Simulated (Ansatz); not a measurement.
## Where vanadium_Si puts its levels in the gap of SiC (P6_3mc)

Charge states of vanadium_Si in SiC (P6_3mc), set against the band edges. Model: a cell of 108 host atoms with 1 Si taken out and 1 V put in.

Calculated with Ansatz 0.2.0; place-levels on r2SCAN runs: charge-transition levels and formation energies with image-charge correction and potential alignment at the atomic sites; PAW set soft_1.

Experimental background.

For SiC, 6H (bulk crystal, literature), “Charge spill-out and work function of few-layer graphene on SiC(0001)” (2018, arxiv:1806.04908) quotes earlier work: band gap (indirect gap, experimental literature value) 3.03 eV [Literature value cited in passing in the theory part; temperature and measurement method …].

## 1. The starting structure

The cell holds 108 atoms: 53 Si, 54 C and 1 V. Cell: a = 9.236 Å, b = 9.236 Å, c = 15.108 Å, α = 90.0°, β = 90.0°, γ = 120.0°. It derives from SiC (space group P6_3mc). Nearest the centre at fractional (0.667, 0.667, 0.500): V101 at 0.00 Å, C71 at 1.89 Å, C107 at 1.89 Å, C59 at 1.89 Å, C104 at 1.89 Å, Si77 at 3.08 Å, Si53 at 3.08 Å, Si5 at 3.08 Å.

The host's dielectric constants go in as inputs: (7.09, 7.09, 7.35) for the electrons alone, (10.43, 10.43, 10.95) with the ions, computed on the host (DFPT, PBEsol, on the r2SCAN cell), and a cell off the functional's own equilibrium shifts the ionic part.

The cell's shortest repeat is 9.2 Å.

## 2. Charge states

A transition level is the Fermi level at which two charge states cost the same, so each charge needs its own total energy, at its own relaxed structure.

Each atom starts 0.05 Å or so off its site in a random direction: a symmetric start keeps its symmetry, and would miss off-centre moves and Jahn–Teller distortions. Forces are taken at one point at (¼, ¼, ¼). The cell holds 1 electron more than the neutral one, with a uniform background that keeps it neutral on the whole.

The sampling was tested on the host first: at the k-points planned (1x1x1 shifted 0.25 0.25 0.25) its energy lies -0.041 eV an atom from the dense-mesh value, a large miss, so this sampling is coarse for the host.

One state's input; the others differ in charge, spin, start and seed, and in occupations where the table says so.

Contents of qm1.relax/input.yaml:

```yaml
crystal:
  lattice:
    - [9.23599493, 0.0, 0.0]
    - [-4.61799746, 7.99860624, 0.0]
    - [0.0, 0.0, 15.1078644]
  atoms:
    - { symbol: Si, position: [0.11111111, 0.22222222, 0.8329854] }
    - { symbol: Si, position: [0.22222222, 0.11111111, 0.3329854] }
[... 2 atom lines left out ...]
    - { symbol: Si, position: [0.0, 0.0, 0.49972248] }
[... 17 atom lines left out ...]
    - { symbol: C, position: [0.22222222, 0.44444444, 0.54152848] }
[... 5 atom lines left out ...]
    - { symbol: Si, position: [0.0, 0.66666667, 0.49972248] }
[... 20 atom lines left out ...]
    - { symbol: Si, position: [0.55555556, 0.44444444, 0.3329854] }
    - { symbol: Si, position: [0.55555556, 0.44444444, 0.66650102] }
[... 1 atom line left out ...]
    - { symbol: Si, position: [0.33333333, 0.33333333, 0.49972248] }
[... 5 atom lines left out ...]
    - { symbol: C, position: [0.55555556, 0.44444444, 0.54152848] }
[... 2 atom lines left out ...]
    - { symbol: Si, position: [0.55555556, 0.77777778, 0.3329854] }
    - { symbol: Si, position: [0.55555556, 0.77777778, 0.66650102] }
[... 1 atom line left out ...]
    - { symbol: Si, position: [0.33333333, 0.66666667, 0.49972248] }
[... 5 atom lines left out ...]
    - { symbol: C, position: [0.55555556, 0.77777778, 0.54152848] }
[... 5 atom lines left out ...]
    - { symbol: Si, position: [0.66666667, 0.0, 0.49972248] }
[... 5 atom lines left out ...]
    - { symbol: C, position: [0.88888889, 0.11111111, 0.54152848] }
[... 5 atom lines left out ...]
    - { symbol: Si, position: [0.66666667, 0.33333333, 0.49972248] }
[... 5 atom lines left out ...]
    - { symbol: C, position: [0.88888889, 0.44444444, 0.54152848] }
[... 2 atom lines left out ...]
    - { symbol: Si, position: [0.88888889, 0.77777778, 0.3329854] }
    - { symbol: Si, position: [0.88888889, 0.77777778, 0.66650102] }
[... 1 atom line left out ...]
    - { symbol: V, position: [0.66666667, 0.66666667, 0.49972248] }
[... 2 atom lines left out ...]
    - { symbol: C, position: [0.66666667, 0.66666667, 0.37436694] }
[... 2 atom lines left out ...]
    - { symbol: C, position: [0.88888889, 0.77777778, 0.54152848] }
    - { symbol: C, position: [0.77777778, 0.88888889, 0.04152848] }
  host:
    repeats: [3, 3, 1]
    atoms:
      - { symbol: Si, position: [0.33333333, 0.66666667, 0.8329854] }
      - { symbol: Si, position: [0.66666667, 0.33333333, 0.3329854] }
      # ... 10 more atoms of the perfect host
total_charge: -1
basis:
  ecutwfc: 500
  xc_grid: 2
hamiltonian:
  xc: r2scan
  pseudopotentials: { kind: paw, azcp: { folder: soft_1 } }
kpoints:
  mp_grid: { grid: [1, 1, 1], shift: [0.25, 0.25, 0.25] }
scf:
  occupations: { method: fixed }
  max_iter: 60
output:
  forces: true
  charged_corrections:
    epsilon: [7.09, 7.09, 7.35]
    static_epsilon: [10.43, 10.43, 10.95]
    defect_position: [0.666667, 0.666667, 0.499722]
relax:
  f_tol: 0.02
  max_steps: 80
  random_displacement: { amplitude: 0.05, seed: 4590 }
checkpoint:
  write: "../qm1.relax.run"
  compress: false
  write_wavefunctions: true
  write_every: 100000
```

The run is started by

```
$ ansatz run input.yaml --threads 4 --pin off --max-ram 15073MiB --backend cpu --events-out ev --progress --plain --runs-dir out
```

The relaxed structure is kept and the sampling changed to a 2×2×2 shifted mesh.

The run of this state that the levels use, under r2SCAN:

Contents of qm1.point/input.yaml:

```yaml
crystal:
  checkpoint: "../qm1.relax.run"
  host: checkpoint
total_charge: -1
basis:
  ecutwfc: 500
  xc_grid: 2
hamiltonian:
  xc: r2scan
  pseudopotentials: { kind: paw, azcp: { folder: soft_1 } }
kpoints:
  mp_grid: { grid: [2, 2, 2], shift: [0.5, 0.5, 0.5] }
scf:
  occupations: { method: fermi_dirac, width: 0.01 }
  max_iter: 60
output:
  forces: true
  eigenvalues: true
  charged_corrections:
    epsilon: [7.09, 7.09, 7.35]
    static_epsilon: [10.43, 10.43, 10.95]
    defect_position: [0.666667, 0.666667, 0.499722]
  eigenstates: { localisation: true }
  populations: true
  band_densities: [{ bands: [v1, v1] }, { bands: [c1, c1] }]
  write_density: true
  write_potential: true
  volumetric_format: npy
checkpoint:
  read: "../qm1.relax.run"
  write: "../qm1.point.run"
  compress: false
  write_wavefunctions: false
  write_every: 100000
```

Relaxations under r2SCAN at one point at (¼, ¼, ¼); times on 4 threads of Arm Neoverse V1, shared host:

```
charge  moment (μB)  occupations    outcome  steps  largest displacement against the far atoms (Å)     time
    −1            0        fixed  converged      7                                            0.12  6.6 min
     0            1        fixed  converged      5                                            0.09  7.7 min
    +1            0        fixed  converged      5                                            0.05  3.3 min
    −1            2        fixed  converged      5                                            0.14  6.8 min
```

Single points under r2SCAN at a 2×2×2 shifted mesh; times on 4 threads of Arm Neoverse V1, shared host:

```
charge  moment (μB)  occupations    outcome     time
    −1            0  fermi-dirac  converged  4.9 min
     0            1  fermi-dirac  converged  8.5 min
    +1            0  fermi-dirac  converged  3.8 min
    −1            2  fermi-dirac  converged  8.4 min
```

Distances (Å) from V101 to the nearest atoms after relaxation with r2SCAN:

```
charge  moment (μB)      1.      2.      3.      4.       5.       6.
    −1            0  C 1.97  C 1.97  C 1.98  C 1.99  Si 3.06  Si 3.06
    −1            2  C 2.00  C 2.01  C 2.01  C 2.01  Si 3.07  Si 3.07
     0            1  C 1.95  C 1.96  C 1.97  C 1.97  Si 3.08  Si 3.08
    +1            0  C 1.90  C 1.92  C 1.92  C 1.92  Si 3.09  Si 3.09
```

## 3. Levels against the band edges, r2SCAN

A charged cell interacts with its images and the background, and its potential has another zero than the host's. place-levels removes the first by a point-charge model, screened by the static dielectric constant since the ions have relaxed around the charge, and the second by comparing potentials at atoms far from the defect.

The host is a run of the defect-free crystal in the same cutoffs, grids and k-points, so that basis and sampling errors cancel in part in the differences. The host is run in a cell of 12 atoms on a matching mesh. Its band edges are searched through the zone by a band path, so the gap is smaller than, or equal to, that on the mesh. Chemical potentials are energies per atom of Si (diamond) and V (bcc), run with the same functional and cutoff.

Contents of levels.point.yaml:

```yaml
host:
  run: host.point.run
states: [qm1.point.run, q0_M1.point.run, qp1.point.run, qm1_M2.point.run]
geometry_from:
  qm1.point.run: qm1.relax.run
  q0_M1.point.run: q0_M1.relax.run
  qp1.point.run: qp1.relax.run
  qm1_M2.point.run: qm1_M2.relax.run
  host.point.run: host.relax.run
chemical_potentials:
  Si:
    energy: -639.06578
    dataset: <sha256 of the dataset>
  V:
    energy: -2917.049412
    dataset: "<sha256 of the dataset>"
epsilon: [7.09, 7.09, 7.35]
static_epsilon: [10.43, 10.43, 10.95]
vertical:
  - { from: qm1.point.run, to: qm1.point_neutral.run }
  - { from: qp1.point.run, to: qp1.point_neutral.run }
  - { from: qm1_M2.point.run, to: qm1_M2.point_neutral.run }
```

The run is started by

```
$ ansatz place-levels levels.point.yaml -- --threads 4 --pin off --max-ram 15073MiB
```

Numbers of over 12 decimals in the logs are rounded to 6 here.

Log:

```text
[... repeated set-up lines and file paths are left out, and long positions are rounded to six places ...]
(+1/0) 1.038 eV above the valence edge, 1.331 eV under the conduction edge
(0/-1) 1.794 eV above the valence edge, 0.575 eV under the conduction edge
formation energy of charge +1: +1.099 eV with the Fermi level at the valence edge
formation energy of charge 0: +2.137 eV with the Fermi level at the valence edge
formation energy of charge -1: +3.931 eV with the Fermi level at the valence edge
vertical -1 to 0: no energy, since no alignment is typed
  the change from vertical[0].from (qm1.point.run) to vertical[0].to (qm1.point_neutral.run): by its spins about the atoms it stands at 0.665 0.668 0.497, with an rms radius of about 1.4 Å (0.8 0.8 0.9 Å across the planes of the cell's vectors); [...]
vertical +1 to 0: no energy, since no alignment is typed
  the change from vertical[1].from (qp1.point.run) to vertical[1].to (qp1.point_neutral.run): by its potential at epsilon [7.09, 7.09, 7.35] it stands at 0.626 0.704 0.500, with an rms radius of about 1.9 Å (1.2 1.2 0.9 Å across the planes of the cell's [...]
vertical -1 to 0: no energy, since no alignment is typed
  the change from vertical[2].from (qm1_M2.point.run) to vertical[2].to (qm1_M2.point_neutral.run): by its potential at epsilon [7.09, 7.09, 7.35] it stands at 0.625 0.705 0.499, with an rms radius of about 1.7 Å (1.0 1.0 0.8 Å across the planes of the cell's [...]
  edges by r2scan, gap 2.368 eV; the host is sampled to repeats of 18.47 Å
  the defect's cells are sampled to repeats of 18.47 Å, like sampling
  charge +1: -50418.2512 eV with its correction of +0.229 eV, at epsilon [10.43, 10.43, 10.95], aligned at sites: +0.0623 eV, mean over 73 atomic sites at or beyond 4.62 Å from the host's site at [0.6663, 0.6671, 0.4997] by the defect at [0.6667, 0.6667, [...]
  charge 0: +0.000 eV for its dipole among its images, +0.003 omitted
  charge -1: -50396.5512 eV with its correction of +0.084 eV, at epsilon [10.43, 10.43, 10.95], aligned at sites: +0.0828 eV, mean over 73 atomic sites at or beyond 4.62 Å from the host's site at [0.6663, 0.6671, 0.4997] by the defect at [0.6667, 0.6667, [...]
  charge -1: states[0] (qm1.point.run) stands 1.061 eV higher, with a moment of 0.00 μB against 2.00
  states[0] (qm1.point.run): levels filled in part (TS 0.010 eV): its energy is of no whole electron's
  of states[1] (q0_M1.point.run): stability_check_not_made
  of states[3] (qm1_M2.point.run): stability_check_not_made
  of states[0] (qm1.point.run): the host's ions (past the first shell or, of a walk that freed a part, those that it held) aren't shown at rest: they stand up to 0.023 Å off their sites, 0.29 of a continuum's relaxation, the totals under the two constants [...]
  vertical[0].from (qm1.point.run): levels filled in part (TS 0.010 eV): its energy is of no whole electron's
  of vertical[0].from (qm1.point.run): its sublattices stand up to 0.0103 Å off the host's, which by the two runs' forces adds about +0.01 eV to its energy against the host's, and moves the band edges: relax the crystal first, and build the cells on it
  of vertical[0].to (qm1.point_neutral.run): stability_check_not_made
  of vertical[1].to (qp1.point_neutral.run): stability_check_not_made
  of vertical[2].from (qm1_M2.point.run): stability_check_not_made
  of vertical[2].to (qm1_M2.point_neutral.run): it set out from the moments of a save, which an earlier run chose (saved_moments_taken); stability_check_not_made
```

It took 0.64 s on 4 threads of Arm Neoverse V1, shared host.

Levels between the charges placed, in eV above the valence top:

```
        gap (eV)  (+1/0)  (0/−1)
r2SCAN      2.37    1.04    1.79
```

Corrections by state:

```
charge  moment (μB)  image terms and alignment (eV)  band filling (eV)                                  ε used  over the lowest of its charge, as the program ranks them, band filling apart (eV)
    +1          0.0                           0.229                  -  principal values (10.43, 10.43, 10.95)                                                                              0.000
     0          1.0                           0.000                  -                                       -                                                                              0.000
    −1          2.0                           0.084                  -  principal values (10.43, 10.43, 10.95)                                                                              0.000
    −1          0.0                           0.068                  -  principal values (10.43, 10.43, 10.95)                                                                              1.061
```

The charged structures listed were also run neutral, and place-levels reads from each pair, by the potential or the spins, how wide the charge is by which they differ; that can be the carrier of either run.

```
charge  rms radius (Å)  spread where it is widest against the cell (Å)  wide from (Å)  reading
    +1             1.9                                            1.17           1.39   narrow
    −1             1.7                                            1.03           1.39   narrow
```

The neutral runs of these pairs need not share the spin of the lowest neutral state, and very wide values only mean spread over the cell.

From the program's caveats on the states, each cut to its opening words:

- charge 0 (1 μB), −1 (2 μB): flagged: stability check not made
- charge −1: the host's ions (past the first shell or, of a walk that freed a part, those that it held) aren't shown at rest: they stand up to 0.023 Å off their sites, 0.29 [...]
- charge −1: its sublattices stand up to 0.0103 Å off the host's, which by the two runs' forces adds about +0.01 eV to its energy against the host's, and moves the band [...]

Chemical potentials of the elements' reference phases, run alike. Formation energies (elemental references), with the Fermi level at the valence top and at the conduction bottom (gap 2.37 eV):

```
charge  at valence top (eV)  at conduction bottom (eV)  correction included (eV)
    +1                 1.10                       3.47                      0.23
     0                 2.14                       2.14                      0.00
    −1                 3.93                       1.56                      0.08
```

```tsv
Fermi level (eV)	lowest formation energy (eV)
0.00	1.10
0.22	1.31
0.43	1.53
0.65	1.74
0.86	1.96
1.08	2.14
1.29	2.14
1.51	2.14
1.72	2.14
1.94	1.99
2.15	1.78
2.37	1.56
```

## 4. The same at the relaxations' own k-points

The relaxations' own energies give the levels at their sampling, for comparison.

Contents of levels.relax_mesh.yaml:

```yaml
host:
  run: host.relax.run
states: [qm1.relax.run, q0_M1.relax.run, qp1.relax.run, qm1_M2.relax.run]
chemical_potentials:
  Si:
    energy: -639.06578
    dataset: <sha256 of the dataset>
  V:
    energy: -2917.049412
    dataset: "<sha256 of the dataset>"
```

The run is started by

```
$ ansatz place-levels levels.relax_mesh.yaml -- --threads 4 --pin off --max-ram 15073MiB
```

Log:

```text
(+1/0) 0.997 eV above the valence edge, 1.381 eV under the conduction edge
(0/-1) 1.861 eV above the valence edge, 0.517 eV under the conduction edge
formation energy of charge +1: +1.407 eV with the Fermi level at the valence edge
formation energy of charge 0: +2.404 eV with the Fermi level at the valence edge
formation energy of charge -1: +4.265 eV with the Fermi level at the valence edge
  edges by r2scan, gap 2.378 eV; the host is sampled to repeats of 16.00 Å
[... the lines on each state left out ...]
```

It took 0.18 s on 4 threads.

Levels between neighbouring charges, in eV above the valence top:

```
                        gap (eV)  (+1/0)  (0/−1)
one point at (¼, ¼, ¼)      2.38    1.00    1.86
  a 2×2×2 shifted mesh      2.37    1.04    1.79
```

Going from one point at (¼, ¼, ¼) to a 2×2×2 shifted mesh moves the levels that carry no band-filling term by up to 0.07 eV and formation energies against the elements by up to 0.33 eV.

## 5. Outcome

```
gap of the host                                                             : 2.37 eV (r2SCAN)
level (plus 1/0)                                                            : 1.04 eV above the valence top
level (0/minus 1)                                                           : 1.79 eV above the valence top
lowest of the charges placed, just above the valence top (0.02 eV)          : +1
lowest of the charges placed, just below the conduction bottom (0.02 eV)    : −1
lowest formation energy at mid-gap of the charges run, elemental references : 2.14 eV
```

What this shows: Of the charges placed (−1, 0 and +1), the lowest changes at 1.04 eV (+1/0) and 1.79 eV (0/−1) above the valence top, in a gap of 2.37 eV. Charges above +1 and below −1 were not placed, so these runs say nothing of levels that involve them. States placed: +1 at 0 μB; 0 at 1 μB; −1 at 2 μB and 0 μB. Other spin states or structures, where not listed, weren't placed. V is taken at its element; compounds, which aren't counted here, bound the chemical potentials and would shift these formation energies. Going from one point at (¼, ¼, ¼) to a 2×2×2 shifted mesh moves the levels that carry no band-filling term by up to 0.07 eV and formation energies against the elements by up to 0.33 eV. Keep in mind: r2SCAN makes the gap too small and tends to spread out bound carriers; force components of up to 0.31 eV/Å remain in a run at the final settings.

Computed beside measured:

| quantity | measured | r2SCAN |
| --- | --- | --- |
| band gap (least gap of the host) (eV) | 3.03 | 2.37 (-0.66 eV) |

Measured values from arxiv:1806.04908 (2018).

**Verdict.** The band gap is off by -0.66 eV: a clear miss. Local and semilocal functionals usually give gaps below the measured ones. Zero-point and thermal motion shift the measured gap.

[Logs are printed without paths, hosts, clocks, repeated set-up lines and the standing remarks that a program may print on its own settings, such as how far it seeks lower states.]

[Hosts, paths, dates, database ids (printed as entryN), source tags and the programs' standing remarks are cut or masked in the printed files.]

[Where a table of states has a column of steps, it counts the stored structures, which are thinned; the runs took as many ionic steps or more.]

[A defect's name tells the site on which it was built; relaxed atoms can leave that site.]

[For some hosts the program warned that the k-mesh of the response run may be too coarse for force constants and the static dielectric constant; such warnings are not shown here.]
